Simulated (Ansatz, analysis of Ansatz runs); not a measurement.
**Moving an added hole between C sites in MgAl2C2 (P-3m1)**

Question: does an added hole stay on the C atom where it is started in MgAl2C2 (P-3m1), and if so, how high is the barrier for a hop to another C site nearby? Model: a cell of 90 host atoms.

Program: Ansatz 0.2.0. Level of theory: plane-wave PAW DFT, PBEsol+U; relaxation of all atoms of a supercell at fixed charge in a uniform background; PAW set soft_1. Results are calculated unless marked as measured.

**1. Set-up**

The cell holds 90 atoms: 18 Mg, 36 Al and 36 C. Its edges and angles: a = 10.126 Å, b = 10.126 Å, c = 11.547 Å, α = 90.0°, β = 90.0°, γ = 120.0°. It derives from MgAl2C2 (space group P-3m1). Nearest the centre at fractional (0.500, 0.333, 0.250): Al42 at 1.30 Å, Al33 at 1.30 Å, C34 at 1.65 Å, C45 at 1.65 Å, Al2 at 2.72 Å, Al73 at 2.72 Å, Al43 at 2.72 Å, Al32 at 2.72 Å.

Hubbard terms: C p 6.0 eV. They were chosen, not fitted, to curb self-interaction in the shells named, the trial site's among them. The two sites are C45 and C34. The cell's shortest repeat is 10.1 Å.

**2. The cell without the carrier**

The neutral cell is relaxed first, from small random displacements, so that bond lengths and moments with the carrier can be set beside those of a relaxed cell without it.

Contents of neutral.relax/input.yaml:

```yaml
crystal:
  lattice:
    - [10.12601677, 0.0, 0.0]
    - [-5.06300839, 8.76938776, 0.0]
    - [0.0, 0.0, 11.54676988]
  atoms:
    - { symbol: Mg, position: [0.0, 0.0, 0.0] }
    - { symbol: Al, position: [0.222222, 0.111111, 0.175001] }
    - { symbol: Al, position: [0.111111, 0.222222, 0.324999] }
    - { symbol: C, position: [0.111111, 0.222222, 0.134669] }
    - { symbol: C, position: [0.222222, 0.111111, 0.365331] }
    - { symbol: Mg, position: [0.0, 0.0, 0.5] }
    - { symbol: Al, position: [0.222222, 0.111111, 0.675001] }
    - { symbol: Al, position: [0.111111, 0.222222, 0.824999] }
    - { symbol: C, position: [0.111111, 0.222222, 0.634669] }
    - { symbol: C, position: [0.222222, 0.111111, 0.865331] }
    - { symbol: Mg, position: [0.0, 0.333333, 0.0] }
    - { symbol: Al, position: [0.222222, 0.444444, 0.175001] }
    - { symbol: Al, position: [0.111111, 0.555556, 0.324999] }
    - { symbol: C, position: [0.111111, 0.555556, 0.134669] }
    - { symbol: C, position: [0.222222, 0.444444, 0.365331] }
    - { symbol: Mg, position: [0.0, 0.333333, 0.5] }
    - { symbol: Al, position: [0.222222, 0.444444, 0.675001] }
    - { symbol: Al, position: [0.111111, 0.555556, 0.824999] }
    - { symbol: C, position: [0.111111, 0.555556, 0.634669] }
    - { symbol: C, position: [0.222222, 0.444444, 0.865331] }
    - { symbol: Mg, position: [0.0, 0.666667, 0.0] }
    - { symbol: Al, position: [0.222222, 0.777778, 0.175001] }
    - { symbol: Al, position: [0.111111, 0.888889, 0.324999] }
    - { symbol: C, position: [0.111111, 0.888889, 0.134669] }
    - { symbol: C, position: [0.222222, 0.777778, 0.365331] }
    - { symbol: Mg, position: [0.0, 0.666667, 0.5] }
    - { symbol: Al, position: [0.222222, 0.777778, 0.675001] }
    - { symbol: Al, position: [0.111111, 0.888889, 0.824999] }
    - { symbol: C, position: [0.111111, 0.888889, 0.634669] }
    - { symbol: C, position: [0.222222, 0.777778, 0.865331] }
    - { symbol: Mg, position: [0.333333, 0.0, 0.0] }
    - { symbol: Al, position: [0.555556, 0.111111, 0.175001] }
    - { symbol: Al, position: [0.444444, 0.222222, 0.324999] }
    - { symbol: C, position: [0.444444, 0.222222, 0.134669] }
    - { symbol: C, position: [0.555556, 0.111111, 0.365331] }
    - { symbol: Mg, position: [0.333333, 0.0, 0.5] }
    - { symbol: Al, position: [0.555556, 0.111111, 0.675001] }
    - { symbol: Al, position: [0.444444, 0.222222, 0.824999] }
    - { symbol: C, position: [0.444444, 0.222222, 0.634669] }
    - { symbol: C, position: [0.555556, 0.111111, 0.865331] }
    - { symbol: Mg, position: [0.333333, 0.333333, 0.0] }
    - { symbol: Al, position: [0.555556, 0.444444, 0.175001] }
    - { symbol: Al, position: [0.444444, 0.555556, 0.324999] }
    - { symbol: C, position: [0.444444, 0.555556, 0.134669] }
    - { symbol: C, position: [0.555556, 0.444444, 0.365331] }
    - { symbol: Mg, position: [0.333333, 0.333333, 0.5] }
    - { symbol: Al, position: [0.555556, 0.444444, 0.675001] }
    - { symbol: Al, position: [0.444444, 0.555556, 0.824999] }
    - { symbol: C, position: [0.444444, 0.555556, 0.634669] }
    - { symbol: C, position: [0.555556, 0.444444, 0.865331] }
    - { symbol: Mg, position: [0.333333, 0.666667, 0.0] }
    - { symbol: Al, position: [0.555556, 0.777778, 0.175001] }
    - { symbol: Al, position: [0.444444, 0.888889, 0.324999] }
    - { symbol: C, position: [0.444444, 0.888889, 0.134669] }
    - { symbol: C, position: [0.555556, 0.777778, 0.365331] }
    - { symbol: Mg, position: [0.333333, 0.666667, 0.5] }
    - { symbol: Al, position: [0.555556, 0.777778, 0.675001] }
    - { symbol: Al, position: [0.444444, 0.888889, 0.824999] }
    - { symbol: C, position: [0.444444, 0.888889, 0.634669] }
    - { symbol: C, position: [0.555556, 0.777778, 0.865331] }
    - { symbol: Mg, position: [0.666667, 0.0, 0.0] }
    - { symbol: Al, position: [0.888889, 0.111111, 0.175001] }
    - { symbol: Al, position: [0.777778, 0.222222, 0.324999] }
    - { symbol: C, position: [0.777778, 0.222222, 0.134669] }
    - { symbol: C, position: [0.888889, 0.111111, 0.365331] }
    - { symbol: Mg, position: [0.666667, 0.0, 0.5] }
    - { symbol: Al, position: [0.888889, 0.111111, 0.675001] }
    - { symbol: Al, position: [0.777778, 0.222222, 0.824999] }
    - { symbol: C, position: [0.777778, 0.222222, 0.634669] }
    - { symbol: C, position: [0.888889, 0.111111, 0.865331] }
    - { symbol: Mg, position: [0.666667, 0.333333, 0.0] }
    - { symbol: Al, position: [0.888889, 0.444444, 0.175001] }
    - { symbol: Al, position: [0.777778, 0.555556, 0.324999] }
    - { symbol: C, position: [0.777778, 0.555556, 0.134669] }
    - { symbol: C, position: [0.888889, 0.444444, 0.365331] }
    - { symbol: Mg, position: [0.666667, 0.333333, 0.5] }
    - { symbol: Al, position: [0.888889, 0.444444, 0.675001] }
    - { symbol: Al, position: [0.777778, 0.555556, 0.824999] }
    - { symbol: C, position: [0.777778, 0.555556, 0.634669] }
    - { symbol: C, position: [0.888889, 0.444444, 0.865331] }
    - { symbol: Mg, position: [0.666667, 0.666667, 0.0] }
    - { symbol: Al, position: [0.888889, 0.777778, 0.175001] }
    - { symbol: Al, position: [0.777778, 0.888889, 0.324999] }
    - { symbol: C, position: [0.777778, 0.888889, 0.134669] }
    - { symbol: C, position: [0.888889, 0.777778, 0.365331] }
    - { symbol: Mg, position: [0.666667, 0.666667, 0.5] }
    - { symbol: Al, position: [0.888889, 0.777778, 0.675001] }
    - { symbol: Al, position: [0.777778, 0.888889, 0.824999] }
    - { symbol: C, position: [0.777778, 0.888889, 0.634669] }
    - { symbol: C, position: [0.888889, 0.777778, 0.865331] }
basis:
  ecutwfc: 420
  xc_grid: 2
hamiltonian:
  xc: pbesol
  hubbard:
    sites: [{ species: C, l: p, u_eff: 6.0 }]
    projectors: ortho-atomic
  pseudopotentials: { kind: paw, azcp: { folder: soft_1 }, xc_functional: pbe }
kpoints:
  mp_grid: { grid: [1, 1, 1] }
scf:
  occupations: { method: fermi_dirac, width: 0.01 }
  max_iter: 120
  lower_state_search: "off"
output:
  forces: true
relax:
  f_tol: 0.02
  max_steps: 70
  random_displacement: { amplitude: 0.04, seed: 5673 }
checkpoint:
  write: "../neutral.relax.run"
  compress: false
  write_wavefunctions: true
  write_every: 100000
```

Run with:

```sh
$ ansatz run input.yaml --threads 4 --pin off --max-ram 9420MiB --backend cpu --events-out ev --progress --plain --runs-dir out
```

Numbers of over 12 decimals in the logs are rounded to 6 here.

What it wrote:

```text
[... repeated set-up lines and file paths are left out, and long positions are rounded to six places ...]
Engine: ansatz 0.2.0, x86_64-unknown-linux-gnu
Pseudopotentials: kind: paw
Pseudopotential: Mg, paw, valence charge 10, recommended cutoff 420 eV (normal), soft_1/Mg.paw.azcp
Pseudopotential: Al, paw, valence charge 3, recommended cutoff 420 eV (normal), soft_1/Al.paw.azcp
Pseudopotential: C, paw, valence charge 4, recommended cutoff 420 eV (normal), soft_1/C.paw.azcp
Functional definition: PBEsol
  exchange = pbesol_x
  correlation = pbesol_c
Crystal: 90 atoms, lattice volume = 1025.341 Å³
Basis set: ecut = 420 eV, 20007 PW (Γ), exchange–correlation on 144×144×160 points (8 copies of the dense FFT grid, shifted against one another)
Bands: 306, of which v1, the nominal top of the filled ones, is band 216 counted from 1 (215 counted from 0)
Symmetry: 1 space group operations
k-points: 1
Non-local potential: Mg, projectors of the file, l = 0: 3, l = 1: 2, l = 2: 1
Non-local potential: Al, projectors of the file, l = 0: 2, l = 1: 2, l = 2: 1
Non-local potential: C, projectors of the file, l = 0: 2, l = 1: 2, l = 2: 1
PAW form: soft (Blöchl's): semilocal exchange-correlation on the pseudo side does not see the compensation charge
PAW frozen core: Mg, regenerated for the run's functional, and the local potential with it (the file was generated under x = pbe(κ = 0.804, μ = 0.219515), c = pbe(β = 0.066725))
PAW frozen core: Al, regenerated for the run's functional, and the local potential with it (the file was generated under x = pbe(κ = 0.804, μ = 0.219515), c = pbe(β = 0.066725))
[...]
[... 2 atoms left out ...]
  atom   5  C      0.00359899     0.00235907    -0.00329013
  [... 26 atoms left out ...]
  atom  32  Al    -0.00381259    -0.00789838    -0.01286079
  atom  33  Al    -0.00177244    -0.00819539    -0.00153748
  atom  34  C      0.01091464     0.01162428     0.01455506
  [... 7 atoms left out ...]
  atom  42  Al     0.00384537    -0.00037106    -0.01156365
  atom  43  Al     0.00085539     0.00064989     0.00803418
  [... 1 atom left out ...]
  atom  45  C     -0.00461164    -0.00065700     0.00581987
  [... 27 atoms left out ...]
  atom  73  Al     0.00860946     0.00615121    -0.00038050
  atom  74  C      0.00355137    -0.00280885     0.00662712
  [... 16 atoms left out ...]
  max |Σ_I F_I| component: 2.50e-5 eV/Å
--- Band table (eV) ---
  k-point 0: bands = ["-66.4327", "-66.4316", "-66.4313", "-66.4309", [... 298 left out ...] "15.8470", "15.8481", "16.1795", "16.1805"]
Occupation matrices written to <dir>
--- Relaxed structure (4 steps of the walk, 4 accepted, 0 SCFs on fresh bases) ---
  F+E_penalty+E_count = -62043.44583367 eV   max|allowed force component| = 1.455e-2 eV/Å
  atoms:
    - { symbol: Mg, position: [-3.804826671195222e-6, 0.000250, 0.000293] }
    - { symbol: Al, position: [0.222256, 0.111242, 0.175954] }
    [... 2 atoms left out ...]
    - { symbol: C, position: [0.222226, 0.111211, 0.362407] }
    [... 26 atoms left out ...]
    - { symbol: Al, position: [0.555624, 0.111414, 0.175879] }
    - { symbol: Al, position: [0.444479, 0.222503, 0.324748] }
    - { symbol: C, position: [0.444337, 0.222351, 0.138034] }
    [... 7 atoms left out ...]
    - { symbol: Al, position: [0.555562, 0.444646, 0.175864] }
    - { symbol: Al, position: [0.444496, 0.555848, 0.324625] }
    [... 1 atom left out ...]
    - { symbol: C, position: [0.555638, 0.444695, 0.362279] }
    [... 27 atoms left out ...]
    - { symbol: Al, position: [0.777843, 0.555710, 0.324674] }
    - { symbol: C, position: [0.777814, 0.555730, 0.138097] }
    [... 16 atoms left out ...]
[key lines of the parts left out:]
SCF converged after 3 iterations
Free energy (F): -62043.445834 eV
Fermi energy:    9.271355 eV
```

The job ended after 26 s (4 threads of Intel Xeon Platinum 8259CL at 2.50GHz (Skylake/Cascade Lake), shared host; peak memory 1.3 GiB).

The largest displacement from an ideal site is 0.038 Å.

(Continued in part 2 of 3.)

[Logs are printed without paths, hosts, clocks, repeated set-up lines and the standing remarks that a program may print on its own settings, such as how far it seeks lower states.]

[Hosts, paths, dates, database ids (printed as entryN), source tags and the programs' standing remarks are cut or masked in the printed files.]
